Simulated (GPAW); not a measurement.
**CaCu2S2: optical spectrum from first principles**

Wanted: where CaCu2S2 starts to absorb, how strongly, and its refractive index.

Program: GPAW 26.7.0. Level of theory: DFT, PBE, plane-wave PAW (GPAW data sets), scalar-relativistic, RPA, optical limit. Results are calculated unless marked as measured.

Report form: the programs' logs are mostly left out.

**1. Set-up**

It takes space group P-3m1 (No. 164, trigonal). Conventional cell: a = 3.940 Å, b = 3.940 Å, c = 6.523 Å, α = 90.00°, β = 90.00°, γ = 120.00°. Cu has 4 S at 2.41 Å nearest. Nearest to Ca lie 6 S at 2.81 Å. Nearest to S lie 4 Cu at 2.41 Å and 3 Ca at 2.81 Å. Farther neighbours and most contacts between anions are not listed.

As a file:

```cif
data_structure
_symmetry_space_group_name_H-M 'P-3m1'
_symmetry_Int_Tables_number 164
_cell_length_a 3.9400
_cell_length_b 3.9400
_cell_length_c 6.5230
_cell_angle_alpha 90.000
_cell_angle_beta 90.000
_cell_angle_gamma 120.000
_cell_volume 87.69
loop_
_atom_site_label
_atom_site_type_symbol
_atom_site_symmetry_multiplicity
_atom_site_Wyckoff_symbol
_atom_site_fract_x
_atom_site_fract_y
_atom_site_fract_z
_atom_site_occupancy
Cu1 Cu 2 d 0.66667 0.33333 0.62351 1
Ca1 Ca 1 a 0.00000 0.00000 0.00000 1
S1 S 2 d 0.66667 0.33333 0.25370 1
```

**2. Ground state**

First the ground state: is it a metal or has it a gap?

This step: DFT, PBE, plane-wave PAW (GPAW data sets), scalar-relativistic, ground state (GPAW 26.7.0).

Input file gs.py:

```python
from ase import Atoms
from ase.dft.bandgap import bandgap
from gpaw import GPAW, PW, FermiDirac

atoms = Atoms(['Cu', 'Cu', 'Ca', 'S', 'S'],
              cell=[[3.939999960606, 0.000000000000, 0.000000000000],
                    [-1.969999980303, 3.412140056795, 0.000000000000],
                    [0.000000000000, 0.000000000000, 6.523000000000]],
              scaled_positions=[[0.666666666667, 0.333333333333, 0.623510000000],
                                [0.333333333333, 0.666666666667, 0.376490000000],
                                [0.000000000000, 0.000000000000, 0.000000000000],
                                [0.666666666667, 0.333333333333, 0.253700000000],
                                [0.333333333333, 0.666666666667, 0.746300000000]],
              pbc=[True, True, True])
atoms.calc = GPAW(mode=PW(500), xc='PBE', kpts={'size': (7, 7, 4), 'gamma': True},
                  occupations=FermiDirac(0.05), maxiter=150, txt='gs.txt')
print('energy (eV)', atoms.get_potential_energy())
print('Fermi level (eV)', atoms.calc.get_fermi_level())
print('valence electrons', atoms.calc.get_number_of_electrons())
print('gap (eV)', bandgap(atoms.calc, output=None)[0])
print('direct gap (eV)', bandgap(atoms.calc, direct=True, output=None)[0])
atoms.calc.write('gs.gpw')
```

Launch:

```
$ OMP_NUM_THREADS=1 python gs.py
```

Wall time 46 s (1 thread of Arm Neoverse V1, shared host); peak memory 0.19 GiB.

Numbers from this step:

```
energy                 : -22.22 eV
Fermi energy           : 7.118 eV
gap on the k-mesh      : 1.087 eV
direct gap on the mesh : 1.087 eV
electrons              : 44
```

There is a gap, 1.09 eV on this mesh (points off the mesh can give less), so no carriers' term is needed.

**3. Bands for the response**

At the fixed density, many empty bands are solved on the mesh of the response, since the spectrum sums over them.

This step: DFT, PBE, plane-wave PAW (GPAW data sets), scalar-relativistic, bands at fixed density (GPAW 26.7.0).

Input file nscf.py:

```python
from ase.dft.bandgap import bandgap
from gpaw import GPAW, FermiDirac

calc = GPAW('gs.gpw').fixed_density(kpts={'size': (9, 9, 5), 'gamma': True}, nbands=58, convergence={'bands': 52},
                                    occupations=FermiDirac(0.001), txt='nscf.txt')
print('gap (eV)', bandgap(calc, output=None)[0])
print('direct gap (eV)', bandgap(calc, direct=True, output=None)[0])
print('top band over the Fermi level (eV)', min(calc.get_eigenvalues(kpt=k)[51] for k in range(len(calc.get_ibz_k_points()))) - calc.get_fermi_level())
calc.write('full.gpw', mode='all')
```

Launch:

```
$ OMP_NUM_THREADS=1 python nscf.py
```

The job ended after 2.8 min (1 thread; peak memory 0.3 GiB).

**4. Dielectric function, RPA**

Local fields let the induced charge screen the field inside the cell, which as a rule lowers ε, most along directions where the density is uneven.

This step: DFT, PBE, plane-wave PAW (GPAW data sets), scalar-relativistic, RPA, optical limit (GPAW 26.7.0).

Input file df.py:

```python
from gpaw.response.df import DielectricFunction

df = DielectricFunction('full.gpw', frequencies={'type': 'nonlinear', 'domega0': 0.03, 'omega2': 8},
                        ecut=60,
                        eta=0.2,
                        nbands=52,
                        txt='df.txt')
for direction in ['x', 'z']:
    df.get_dielectric_function(xc='RPA', direction=direction, filename=f'df_{direction}.csv')
```

Launch:

```
$ OMP_NUM_THREADS=1 python df.py
```

Wall time 34 s (1 thread); peak memory 0.51 GiB.

This step gave:

```
electronic dielectric constant ε∞, mean over x, y and z (by symmetry where fewer were run) : 7.920
```

Some rows of df_x.csv (energy; Re and Im without local fields; Re and Im with them):

```text
0.000000, 8.654528, -0.000000, 7.909743, -0.000000
0.555532, 8.878906, 0.196844, 8.123886, 0.189958
1.143969, 9.154647, 0.961203, 8.345780, 0.958968
1.768324, 9.963683, 2.015795, 9.035379, 1.989711
2.431988, 11.319972, 4.179144, 10.084115, 3.852574
3.138794, 8.615497, 7.284916, 7.702789, 6.578070
3.893091, 4.752002, 7.726487, 4.098739, 7.008709
4.699832, 3.451150, 6.942575, 2.915607, 6.259925
5.564682, 3.915127, 5.576717, 3.074586, 4.738205
6.494155, 2.479837, 7.758845, 2.425442, 6.081615
7.495775, 0.178518, 6.283172, 0.348089, 5.118723
8.578281, -1.718306, 5.442234, -0.576512, 4.735301
9.751884, -1.950698, 2.556081, -1.558132, 2.636167
11.028587, -1.014448, 1.810504, -0.726280, 1.693592
12.422601, -0.922775, 1.470994, -0.510666, 1.523923
13.950874, -0.527361, 0.958131, -0.331533, 1.011231
15.633783, -0.141839, 0.677060, 0.032305, 0.666965
17.496047, 0.042262, 0.529611, 0.245683, 0.611532
```

Sum at mesh points, not converged in k; values under the direct gap are tails of Lorentzian lines. Table of Im ε by photon energy; read off at these points:

```
photon energy (eV)  E ∥ x  E ∥ z
               0.0      0      0
               1.0  0.811  0.508
               2.0   2.21   1.72
               3.0   6.38   8.46
               3.1   6.51   9.04
               3.6   7.99   7.80
               4.0   6.64   6.74
               5.0   5.45   5.73
               6.0   5.41   5.11
               7.0   6.28   6.24
               8.0   5.23   4.55
               9.0   4.45   3.91
              10.0   2.29   2.49
              11.0   1.71   1.82
              12.0   1.63   1.74
              13.0   1.30   1.52
              14.0  0.998   1.05
              15.0  0.707  0.845
              16.0  0.690  0.928
              17.0  0.624  0.949
              18.0  0.614  0.644
              19.0  0.572  0.519
```

The reflectivity at normal incidence has structure finer than the step of the table below, so its rows give means over 0.5 eV, whole bins alone (the curve runs from 0 to 19.2 eV). Peaks (eV: height): E ∥ x 3.59: 32.0, 9.48: 41.1; E ∥ z 3.10: 34.8, 7.27: 32.5, 9.75: 36.0, 13.43: 26.6, 17.83: 19.5.

Sum at mesh points, not converged in k. Reflectivity at normal incidence against photon energy; means over each step:

```
photon energy (eV)  E ∥ x (%)  E ∥ z (%)
               0.5       23.0       23.1
               1.0       23.9       24.2
               1.5       25.2       25.3
               2.0       26.5       26.5
               2.5       29.4       30.3
               3.0       30.3       34.2
               3.5       31.3       32.1
               4.0       29.1       29.1
               4.5       28.1       28.0
               5.0       25.9       26.8
               5.5       22.9       25.1
               6.0       25.2       24.6
               6.5       28.0       25.0
               7.0       30.9       30.0
               7.5       30.4       30.7
               8.0       31.3       28.0
               8.5       33.1       31.8
               9.0       37.2       32.2
               9.5       40.7       34.4
              10.0       37.9       34.6
              10.5       33.8       30.4
              11.0       31.0       27.3
              11.5       26.9       24.1
              12.0       26.4       25.9
              12.5       27.7       24.3
              13.0       27.4       25.2
              13.5       27.1       26.3
              14.0       25.9       24.6
              14.5       25.4       22.5
              15.0       21.7       17.2
              15.5       17.7       14.8
              16.0       14.4       13.6
              16.5       13.8       14.0
              17.0       12.1       16.8
              17.5       10.6       18.6
              18.0       10.1       18.5
              18.5       10.3       16.3
```

Sum at mesh points, not converged in k; values under the direct gap are tails of Lorentzian lines. The Im ε, E ∥ x by photon energy; read off at these points:

```
photon energy (eV)  without local fields  with local fields
              0.00                     0                  0
              0.50                 0.169              0.163
              1.00                 0.813              0.811
              1.50                  1.11               1.09
              2.00                  2.28               2.21
              2.50                  4.79               4.38
              3.00                  7.07               6.38
              3.50                  8.53               7.66
              3.59                  8.83               7.98
              3.64                  8.79               7.98
              4.00                  7.41               6.64
              4.50                  6.98               6.32
              5.00                  6.06               5.45
              5.50                  5.50               4.71
              6.00                  6.82               5.41
              6.50                  7.76               6.08
              7.00                  7.59               6.28
              7.50                  6.29               5.12
              8.00                  6.48               5.23
              8.50                  5.54               4.79
              9.00                  4.55               4.45
              9.50                  2.94               3.12
             10.00                  2.32               2.29
             10.50                  2.11               2.02
             11.00                  1.82               1.71
             11.50                  1.84               1.69
             12.00                  1.70               1.63
             12.50                  1.42               1.49
             13.00                  1.24               1.30
             13.50                  1.02               1.10
             14.00                 0.946              0.998
             14.50                 0.790              0.847
             15.00                 0.710              0.707
             15.50                 0.689              0.687
             16.00                 0.697              0.690
             16.50                 0.587              0.659
             17.00                 0.546              0.624
             17.50                 0.529              0.612
             18.00                 0.469              0.614
             18.50                 0.373              0.622
             19.00                 0.343              0.572
```

Sum at mesh points, not converged in k; values under the direct gap are tails of Lorentzian lines. Table of loss function −Im 1/ε at q → 0 by energy loss; read off at these points:

```
energy loss (eV)    E ∥ x    E ∥ z
            0.00        0        0
            0.50  0.00249  0.00208
            1.00   0.0110  0.00678
            1.50   0.0132   0.0143
            2.00   0.0241   0.0188
            2.50   0.0363   0.0285
            3.00   0.0602   0.0536
            3.50   0.0750   0.0896
            4.00    0.110    0.111
            4.50    0.122    0.126
            5.00    0.156    0.145
            5.50    0.151    0.165
            6.00    0.138    0.162
            6.50    0.142    0.162
            7.00    0.153    0.152
            7.50    0.195    0.204
            8.00    0.191    0.218
            8.50    0.206    0.215
            9.00    0.207    0.247
            9.50    0.244    0.264
           10.00    0.331    0.335
           10.50    0.408    0.417
           11.00    0.490    0.507
           11.50    0.546    0.517
           12.00    0.568    0.536
           12.50    0.599    0.607
           13.00    0.689    0.619
           13.50    0.801    0.713
           14.00    0.907    0.878
           14.50     1.08     1.02
           15.00     1.38     1.18
           15.50     1.46     1.12
           15.73     1.50     1.11
           16.00     1.41     1.05
           16.50     1.46     1.04
           17.00     1.47     1.05
           17.50     1.41     1.22
           18.00     1.39     1.55
           18.50     1.39     1.67
           19.00     1.44     1.84
```

At chosen wavelengths:

```
wavelength (nm)   n x    k x  R (%) x   1/α x   n z    k z  R (%) z   1/α z
           1064  2.89  0.162     23.8  521 nm  2.97  0.145     24.7  584 nm
            800  3.03  0.207     25.6  307 nm  3.04  0.227     25.8  281 nm
            633  3.06  0.345     26.3  146 nm  3.05  0.272     26.0  185 nm
            450  3.16  0.906     30.3   40 nm  3.45  0.886     32.9   40 nm
            405  3.01  1.072     30.1   30 nm  3.24  1.368     34.7   24 nm
            308  2.42  1.360     28.5   18 nm  2.41  1.399     29.0   18 nm
            193  2.14  1.406     27.7   11 nm  1.97  1.262     24.3   12 nm
```

Below the direct gap, k and the depth come from the tails of the Lorentzian lines, not from transitions.

Rows near the edge hang on the gap, which this functional as a rule makes too small, and phonon-assisted absorption is left out.

**5. What came out**

```json
{
  "electronic dielectric constant ε∞, mean over x, y and z (by symmetry where fewer were run) (RPA)": "7.92"
}
```

At this level (PBE, RPA) CaCu2S2 has a mean ε∞ = 7.92 and n = 2.90 at 1550 nm (E ∥ x). On the mesh the gap is 1.09 eV and the least direct gap 1.09 eV. Local fields change the static value along x from 8.65 to 7.91 (-9 %). The static values by axis are 7.91 (x), 7.94 (z). Excitons and phonon-assisted transitions are missing; PBE gaps are as a rule too small, which pulls the onset down and ε∞ up. The curves end at 19 eV, about where the summed bands run out. In this version of GPAW the matrix elements of the optical limit are incomplete, which can lower ε − 1 by up to a tenth where first-row anions or d states rule, and shift it by more in d metals. The sum runs over mesh points 0.20 Å⁻¹ apart with no interpolation, so peaks are partly noise of the mesh; over so small a direct gap single mesh points weigh heavily, so ε∞, n and their changes from run to run can be far off.

[Machine, clock and banner lines and Python warnings are left out of the logs.]

[Logs are printed without paths, hosts, clocks, repeated set-up lines and the standing remarks that a program may print on its own settings, such as how far it seeks lower states.]

[Hosts, paths, dates, database ids (printed as entryN), source tags and the programs' standing remarks are cut or masked in the printed files.]
